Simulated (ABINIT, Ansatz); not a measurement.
# Converging GW for LiBiB2O6 (R-3) in ABINIT

Aim: raise bands and screening cutoff together for LiBiB2O6 (R-3) and follow gap and time.

Main program and level: ABINIT 10.8.3; LDA and many-body steps on it, plane waves.

### Step 1. The structure

It takes space group R-3 (No. 148, trigonal). Conventional cell: a = 4.879 Å, b = 4.879 Å, c = 15.675 Å, α = 90.00°, β = 90.00°, γ = 120.00°. Nearest to Li lie 6 O at 2.22 Å. B has 3 O at 1.38 Å nearest. Bi has 6 O at 2.17 Å nearest. Nearest to O lie 1 B at 1.38 Å and 1 Bi at 2.17 Å and 1 Li at 2.22 Å. Farther neighbours and most contacts between anions are not listed.

As a file:

```cif
data_structure
_symmetry_space_group_name_H-M 'R-3:H'
_symmetry_Int_Tables_number 148
_cell_length_a 4.8785
_cell_length_b 4.8785
_cell_length_c 15.6749
_cell_angle_alpha 90.000
_cell_angle_beta 90.000
_cell_angle_gamma 120.000
_cell_volume 323.08
loop_
_atom_site_label
_atom_site_type_symbol
_atom_site_symmetry_multiplicity
_atom_site_Wyckoff_symbol
_atom_site_fract_x
_atom_site_fract_y
_atom_site_fract_z
_atom_site_occupancy
Li1 Li 3 b 0.33333 0.66667 0.16667 1
B1 B 6 c 0.66667 0.33333 0.07880 1
Bi1 Bi 3 a 0.00000 0.00000 0.00000 1
O1 O 18 f 0.00102 0.28421 0.25292 1
```

The cell and positions are those that the Materials Project relaxed with its own functionals (PBE, PBE+U or r2SCAN), kept fixed. Spin-orbit coupling is left out unless a step names it.

### Step 2. Empty states on the mesh, 2×2×2 mesh, 228 bands

This step: ABINIT 10.8.3; DFT, LDA, plane waves, norm-conserving pseudopotentials.

The sums over transitions need many empty states on a uniform mesh; this step solves for them.

Input file run.abi:

```
acell 3*1.0 Angstrom
rprim 
  2.439250647883 1.408302018200 5.224968345293
  -2.439250647883 1.408302018200 5.224968345293
  0.000000000000 -2.816604036329 5.224968345313
ntypat 4
znucl 3 5 83 8
natom 10
typat 1 2 2 3 4 4 4 4 4 4
xred 
  0.500000000000 0.500000000000 0.500000000000
  0.254532000000 0.254532000000 0.254532000000
  0.745468000000 0.745468000000 0.745468000000
  -0.000000000000 -0.000000000000 0.000000000000
  0.031291000000 0.463879000000 0.746058000000
  0.536121000000 0.253942000000 0.968709000000
  0.253942000000 0.968709000000 0.536121000000
  0.746058000000 0.031291000000 0.463879000000
  0.463879000000 0.746058000000 0.031291000000
  0.968709000000 0.536121000000 0.253942000000
pp_dirpath "pseudos"
pseudos "Li.upf, B.upf, Bi.upf, O.upf"
ecut 44
ngkpt 2 2 2
nshiftk 1
shiftk 0 0 0
kptopt 1
chksymbreak 0
iscf -2
irdden 1
istwfk *1
nband 228
nbdbuf 20
tolwfr 1e-09
nstep 60
prtvol 0
indata_prefix "in"
outdata_prefix "out"
tmpdata_prefix "tmp"
```

Started as:

```
OMP_NUM_THREADS=1 mpirun -n 4 abinit run.abi > log
```

Numbers of over 12 decimals in the logs are rounded to 6 here.

What it wrote:

```text
.Version 10.8.3 of ABINIT. v10.8.2 released Aug 2026.

 Symmetries : space group R-3 (#148); Bravais hR (rhombohedral)
[... echo of the input left out ...]
== DATASET  1 ==================================================================
-   mpi_nproc: 4, omp_nthreads: 1 (-1 if OMP is not activated)

--- !DatasetInfo
iteration_state: {dtset: 1, }
dimensions: {natom: 10, nkpt: 4, mband: 228, nsppol: 1, nspinor: 1, nspden: 1, mpw: 10163, }
cutoff_energies: {ecut:  44.0, pawecutdg:  -1.0, }
[...]
2.74407    2.76026    2.80773    2.80773    2.83540    2.83962    2.83962    2.86129
   2.86130    2.87551    2.90759    2.90763    2.91996    2.92996    2.93015    2.93893
   2.96657    2.96826    2.96993    2.98735
 prteigrs : prtvol=0 or 1, do not print more k-points.

== END DATASET(S) ==============================================================
================================================================================

 -outvars: echo values of variables after computation  --------
            nband         228
             nkpt           4
          spgroup         148
 [... the other variables as echoed above ...]

 Calculation completed.
```

Wall time 2.6 min (4 MPI ranks of AMD EPYC 9R14 (Zen 4), shared host); peak memory 0.59 GiB.

This step gave:

| Quantity | Value |
| --- | --- |
| gap | 1.292 eV |
| k of the valence top | 0.5, 0.5, 0 |
| k of the conduction bottom | 0.5, 0.5, 0.5 |
| least direct gap | 1.500 eV |
| k points computed | 4 |
| lowest point of the top converged band, above the valence top | 71.9200 eV |

On this mesh the gap is 1.292 eV.

The density comes from a self-consistent run that is not shown.

### Step 3. Screening, 2×2×2 mesh, 55 bands, screening to 62.6 eV

The RPA dielectric matrix is built and inverted for each q.

This step: RPA screening on LDA, plane waves, norm-conserving pseudopotentials.

Edit run.abi of step 2 so:

```diff
@@ -28,10 +28,11 @@
 chksymbreak 0
-iscf -2
-irdden 1
 istwfk *1
-nband 228
-nbdbuf 20
-tolwfr 1e-09
-nstep 60
-prtvol 0
+occopt 1
+irdwfk 1
+optdriver 3
+nband 55
+ecuteps 2.3
+inclvkb 2
+awtr 1
+symchi 1
 indata_prefix "in"
```

What it wrote:

```text
.Version 10.8.3 of ABINIT. v10.8.2 released Aug 2026.

 Symmetries : space group R-3 (#148); Bravais hR (rhombohedral)
[... echo of the input left out ...]
== DATASET  1 ==================================================================
-   mpi_nproc: 4, omp_nthreads: 1 (-1 if OMP is not activated)

--- !DatasetInfo
iteration_state: {dtset: 1, }
dimensions: {natom: 10, nkpt: 4, mband: 55, nsppol: 1, nspinor: 1, nspden: 1, mpw: 10163, }
cutoff_energies: {ecut:  44.0, pawecutdg:  -1.0, }
electrons: {nelect:   6.80000000E+01, charge:   0.00000000E+00, occopt:   1.00000000E+00, tsmear:   1.00000000E-02, }

 SCREENING: Calculation of the susceptibility and dielectric matrices

 Based on a program developped by R.W. Godby, V. Olevano, G. Onida, and L. Reining.
 Incorporated in ABINIT by V. Olevano, G.-M. Rignanese, and M. Torrent.
.Using double precision arithmetic ; gwpc =  8

[... cell and pseudopotentials left out ...]
--------------------------------------------------------------------------------

 ==== K-mesh for the wavefunctions ====
 Number of points in the irreducible wedge :     4
[... list of points left out ...]
 Together with  6 symmetry operations and time-reversal symmetry
 yields     8 points in the full Brillouin Zone.

 ==== Q-mesh for the screening function ====
 Number of points in the irreducible wedge :     4
[... list of points left out ...]
 Together with  6 symmetry operations and time-reversal symmetry
 yields     8 points in the full Brillouin Zone.

 setmesh: FFT mesh size selected  =    45x   45x   45
          total number of points  =        91125

 vcoul_init : cutoff-mode = AUXILIARY_FUNCTION
 q-points for optical limit:   1
     1)      0.000010    0.000020    0.000030

- screening: taking advantage of time-reversal symmetry
- Maximum band index for partially occupied states nbvw = 34
- Remaining bands to be divided among processors   nbcw = 21
- Number of bands treated by each node ~5

 Number of electrons calculated from density =   68.0000; Expected =   68.0000
 average of density, n =  0.093568
 r_s =    1.3665
 omega_plasma =   29.5065 [eV]

 calculating chi0 at frequencies [eV] :
  1    0.000000E+00    0.000000E+00
  2    0.000000E+00    2.950653E+01

--------------------------------------------------------------------------------
  q-point number  1        q = ( 0.000000, 0.000000, 0.000000) [r.l.u.]
--------------------------------------------------------------------------------
[... chi0 elements left out ...]
 For q-point:  0.000010 0.000020 0.000030
  dielectric constant =   5.4915
  dielectric constant without local fields =   6.5528

  Average fulfillment of the sum rule on Im[epsilon] for q-point    1 :     15.60  [%]
[... wings left out ...]
  q-point number  2        q = ( 0.500000, 0.000000, 0.000000) [r.l.u.]
--------------------------------------------------------------------------------
[... chi0 elements left out ...]
  Average fulfillment of the sum rule on Im[epsilon] for q-point    2 :     22.21  [%]

 [... 2 further q-points ...]
```

Run time: 15 s. Hardware: 4 MPI ranks; peak memory 1.7 GiB.

Numbers from this step:

```
ε∞ with local fields, on this mesh, along the program's q direction : 5.492
the same without local fields                                       : 6.553
plasma frequency                                                    : 29.51 eV
plane waves in the screening matrix                                 : 121
```

Local fields lower ε∞ by 16 %. On a Γ-centred mesh this coarse the value itself is usually too large, while a short band sum pulls it down.

### Step 4. 55 bands, 62.6 eV

The self-energy is evaluated for the states that the input lists, and the levels follow from it, in one-shot runs by the linearised quasiparticle equation.

This step: G0W0 on LDA, plane waves, norm-conserving pseudopotentials.

Edit run.abi of step 3 so:

```diff
@@ -31,8 +31,19 @@
 irdwfk 1
-optdriver 3
+optdriver 4
 nband 55
+gwcalctyp 0
+ecutsigx 44
+symsigma 1
+nkptgw 3
+kptgw 
+  0.5000000000 0.5000000000 0.0000000000
+  0.5000000000 0.5000000000 0.5000000000
+  0.0000000000 0.0000000000 0.0000000000
+bdgw 
+  33 36
+  33 36
+  33 36
 ecuteps 2.3
-inclvkb 2
-awtr 1
-symchi 1
+irdscr 1
+ppmodel 1
 indata_prefix "in"
```

What it wrote:

```text
.Version 10.8.3 of ABINIT. v10.8.2 released Aug 2026.

 Symmetries : space group R-3 (#148); Bravais hR (rhombohedral)
[... echo of the input left out ...]
== DATASET  1 ==================================================================
-   mpi_nproc: 4, omp_nthreads: 1 (-1 if OMP is not activated)

--- !DatasetInfo
iteration_state: {dtset: 1, }
dimensions: {natom: 10, nkpt: 4, mband: 55, nsppol: 1, nspinor: 1, nspden: 1, mpw: 10163, }
cutoff_energies: {ecut:  44.0, pawecutdg:  -1.0, }
electrons: {nelect:   6.80000000E+01, charge:   0.00000000E+00, occopt:   1.00000000E+00, tsmear:   1.00000000E-02, }

 SIGMA: Calculation of the GW corrections

 Based on a program developped by R.W. Godby, V. Olevano, G. Onida, and L. Reining.
 Incorporated in ABINIT by V. Olevano, G.-M. Rignanese, and M. Torrent.
.Using double precision arithmetic ; gwpc =  8

[... cell and pseudopotentials left out ...]
--------------------------------------------------------------------------------

 ==== K-mesh for the wavefunctions ====
 Number of points in the irreducible wedge :     4
[... list of points left out ...]
 Together with  6 symmetry operations and time-reversal symmetry
 yields     8 points in the full Brillouin Zone.

 ==== Q-mesh for screening function ====
 Number of points in the irreducible wedge :     4
[... list of points left out ...]
 Together with  6 symmetry operations and time-reversal symmetry
 yields     8 points in the full Brillouin Zone.

 vcoul_init : cutoff-mode = AUXILIARY_FUNCTION
 q-points for optical limit:   1
     1)      0.000010    0.000020    0.000030
 setmesh: FFT mesh size selected  =    72x   72x   72
          total number of points  =       373248

 Number of electrons calculated from density =   68.0000; Expected =   68.0000
 average of density, n =  0.093568
 r_s =    1.3665
 omega_plasma =   29.5065 [eV]

 === KS Band Gaps ===
  >>>> For spin  1
   Minimum direct gap =   1.4995 [eV], located at k-point      :   0.0000  0.0000  0.0000
   Fundamental gap    =   1.2916 [eV], Top of valence bands at :   0.5000  0.5000  0.0000
                                       Bottom of conduction at :   0.5000  0.5000  0.5000
 SIGMA fundamental parameters:
 PLASMON POLE MODEL  1
 number of plane-waves for SigmaX                10163
 number of plane-waves for SigmaC and W            121
 number of plane-waves for wavefunctions         10163
 number of bands                                    55
 number of independent spin polarizations            1
 number of spinorial components                      1
 number of k-points in IBZ                           4
 number of q-points in IBZ                           4
 number of symmetry operations                       6
 number of k-points in BZ                            8
 number of q-points in BZ                            8
 number of frequencies for dSigma/dE                 9
 frequency step for dSigma/dE [eV]                0.25
 number of omega for Sigma on real axis              0
 max omega for Sigma on real axis  [eV]           0.00
 zcut for avoiding poles [eV]                     0.10

 EPSILON^-1 parameters (SCR file):
 dimension of the eps^-1 matrix on file            121
 dimension of the eps^-1 matrix used               121
 number of plane-waves for wavefunctions         10163
 number of bands                                    55
 number of q-points in IBZ                           4
 number of frequencies                               2
 number of real frequencies                          1
 number of imag frequencies                          1

 matrix elements of self-energy operator (all in [eV])

 Perturbative Calculation

--- !SelfEnergy_ee
iteration_state: {dtset: 1, }
kpoint     : [   0.500,    0.500,    0.000, ]
spin       : 1
KS_gap     :    1.818
QP_gap     :    3.655
Delta_QP_KS:    1.836
data: !SigmaeeData |
     Band     E0 <VxcDFT>   SigX SigC(E0)      Z dSigC/dE  Sig(E)    E-E0       E
       33   2.229 -19.604 -24.516   5.300   0.748  -0.336 -19.314   0.290   2.520
       34   2.567 -19.937 -24.553   5.048   0.750  -0.333 -19.613   0.325   2.892
       35   4.385 -19.986 -16.851  -0.388   0.787  -0.271 -17.825   2.161   6.546
       36   9.033 -14.438  -8.929  -2.575   0.825  -0.212 -12.017   2.421  11.454

--- !SelfEnergy_ee
iteration_state: {dtset: 1, }
kpoint     : [   0.500,    0.500,    0.500, ]
spin       : 1
KS_gap     :    1.840
QP_gap     :    3.604
Delta_QP_KS:    1.763
data: !SigmaeeData |
     Band     E0 <VxcDFT>   SigX SigC(E0)      Z dSigC/dE  Sig(E)    E-E0       E
       33   2.018 -19.469 -24.671   5.504   0.747  -0.339 -19.244   0.226   2.244
       34   2.018 -19.469 -24.671   5.504   0.747  -0.339 -19.244   0.226   2.244
[...]
--- !SelfEnergy_ee
iteration_state: {dtset: 1, }
kpoint     : [   0.000,    0.000,    0.000, ]
spin       : 1
KS_gap     :    1.500
QP_gap     :    3.178
Delta_QP_KS:    1.679
data: !SigmaeeData |
     Band     E0 <VxcDFT>   SigX SigC(E0)      Z dSigC/dE  Sig(E)    E-E0       E
[...]
34   2.404 -19.838 -25.008   5.521   0.747  -0.338 -19.575   0.263   2.667
       35   3.903 -19.159 -16.350  -0.336   0.785  -0.273 -17.217   1.941   5.845
       36   9.212 -12.692  -6.839  -2.941   0.812  -0.231 -10.326   2.365  11.578

== END DATASET(S) ==============================================================
================================================================================

 -outvars: echo values of variables after computation  --------
           etotal      0.0000000000E+00
            nband          55
             nkpt           4
          spgroup         148
 [... the other variables as echoed above ...]

 Calculation completed.
```

It took 13 s on 4 MPI ranks; peak memory 1.7 GiB; 49 s of CPU time.

This step gave:

```
G0W0 gap on the points computed              : 2.953 eV
starting gap on the mesh                     : 1.292 eV
k of the valence top                         : 0.5, 0.5, 0
k of the conduction bottom                   : 0, 0, 0
Z at the valence top                         : 0.75
Z at the conduction bottom                   : 0.785
least direct G0W0 gap on the computed points : 3.178 eV
```

The gap on the mesh goes from 1.29 eV to 2.95 eV, a correction of +1.66 eV.

### Step 5. Screening, 2×2×2 mesh, 105 bands, screening to 114.3 eV

This step: RPA screening on LDA, plane waves, norm-conserving pseudopotentials.

Edit run.abi of step 4 so:

```diff
@@ -31,19 +31,8 @@
 irdwfk 1
-optdriver 4
-nband 55
-gwcalctyp 0
-ecutsigx 44
-symsigma 1
-nkptgw 3
-kptgw 
-  0.5000000000 0.5000000000 0.0000000000
-  0.5000000000 0.5000000000 0.5000000000
-  0.0000000000 0.0000000000 0.0000000000
-bdgw 
-  33 36
-  33 36
-  33 36
-ecuteps 2.3
-irdscr 1
-ppmodel 1
+optdriver 3
+nband 105
+ecuteps 4.2
+inclvkb 2
+awtr 1
+symchi 1
 indata_prefix "in"
```

What it wrote:

```text
.Version 10.8.3 of ABINIT. v10.8.2 released Aug 2026.

 Symmetries : space group R-3 (#148); Bravais hR (rhombohedral)
[... echo of the input left out ...]
== DATASET  1 ==================================================================
-   mpi_nproc: 4, omp_nthreads: 1 (-1 if OMP is not activated)

--- !DatasetInfo
iteration_state: {dtset: 1, }
dimensions: {natom: 10, nkpt: 4, mband: 105, nsppol: 1, nspinor: 1, nspden: 1, mpw: 10163, }
cutoff_energies: {ecut:  44.0, pawecutdg:  -1.0, }
electrons: {nelect:   6.80000000E+01, charge:   0.00000000E+00, occopt:   1.00000000E+00, tsmear:   1.00000000E-02, }

 SCREENING: Calculation of the susceptibility and dielectric matrices

 Based on a program developped by R.W. Godby, V. Olevano, G. Onida, and L. Reining.
 Incorporated in ABINIT by V. Olevano, G.-M. Rignanese, and M. Torrent.
.Using double precision arithmetic ; gwpc =  8

[... cell and pseudopotentials left out ...]
--------------------------------------------------------------------------------

 ==== K-mesh for the wavefunctions ====
 Number of points in the irreducible wedge :     4
[... list of points left out ...]
 Together with  6 symmetry operations and time-reversal symmetry
 yields     8 points in the full Brillouin Zone.

 ==== Q-mesh for the screening function ====
 Number of points in the irreducible wedge :     4
[... list of points left out ...]
 Together with  6 symmetry operations and time-reversal symmetry
 yields     8 points in the full Brillouin Zone.

 setmesh: FFT mesh size selected  =    45x   45x   45
          total number of points  =        91125

 vcoul_init : cutoff-mode = AUXILIARY_FUNCTION
 q-points for optical limit:   1
     1)      0.000010    0.000020    0.000030

- screening: taking advantage of time-reversal symmetry
- Maximum band index for partially occupied states nbvw = 34
- Remaining bands to be divided among processors   nbcw = 71
- Number of bands treated by each node ~17

 Number of electrons calculated from density =   68.0000; Expected =   68.0000
 average of density, n =  0.093568
 r_s =    1.3665
 omega_plasma =   29.5065 [eV]

 calculating chi0 at frequencies [eV] :
  1    0.000000E+00    0.000000E+00
  2    0.000000E+00    2.950653E+01

--------------------------------------------------------------------------------
  q-point number  1        q = ( 0.000000, 0.000000, 0.000000) [r.l.u.]
--------------------------------------------------------------------------------
[... chi0 elements left out ...]
 For q-point:  0.000010 0.000020 0.000030
  dielectric constant =   5.6223
  dielectric constant without local fields =   6.8230

  Average fulfillment of the sum rule on Im[epsilon] for q-point    1 :     42.09  [%]
[... wings left out ...]
  q-point number  2        q = ( 0.500000, 0.000000, 0.000000) [r.l.u.]
--------------------------------------------------------------------------------
[... chi0 elements left out ...]
  Average fulfillment of the sum rule on Im[epsilon] for q-point    2 :     49.55  [%]

 [... 2 further q-points ...]
```

It took 50 s on 4 MPI ranks; peak memory 2 GiB.

Numbers from this step:

```yaml
eps_infinity_with_local_fields_on_this_mesh_along_the_program_s_q_direction: 5.622
the_same_without_local_fields: 6.823
plasma_frequency: 29.51 eV
plane_waves_in_the_screening_matrix: 309
```

[end of part 1 of 2]

[Paths, hosts, dates, memory and timing lines, banners, echoed tables and standing remarks are left out of the program output.]

[Logs are printed without paths, hosts, clocks, repeated set-up lines and the standing remarks that a program may print on its own settings, such as how far it seeks lower states.]

[Runs of the session that timed out or met a known fault of the program may be left out.]

[No measured gap is set beside runs whose start may be inverted or whose files or cutoffs have a known fault.]

[Hosts, paths, dates, database ids (printed as entryN), source tags and the programs' standing remarks are cut or masked in the printed files.]

[G0W0 gaps are taken among the corrected bands and points alone; a level outside them can change the order at an edge.]

[Where Ansatz stands beside ABINIT at settings called matched, ABINIT's density can come from a denser mesh and the files from another edition; pairs whose starting gaps differed by over 0.03 eV were left out, so agreement reads better than it is.]
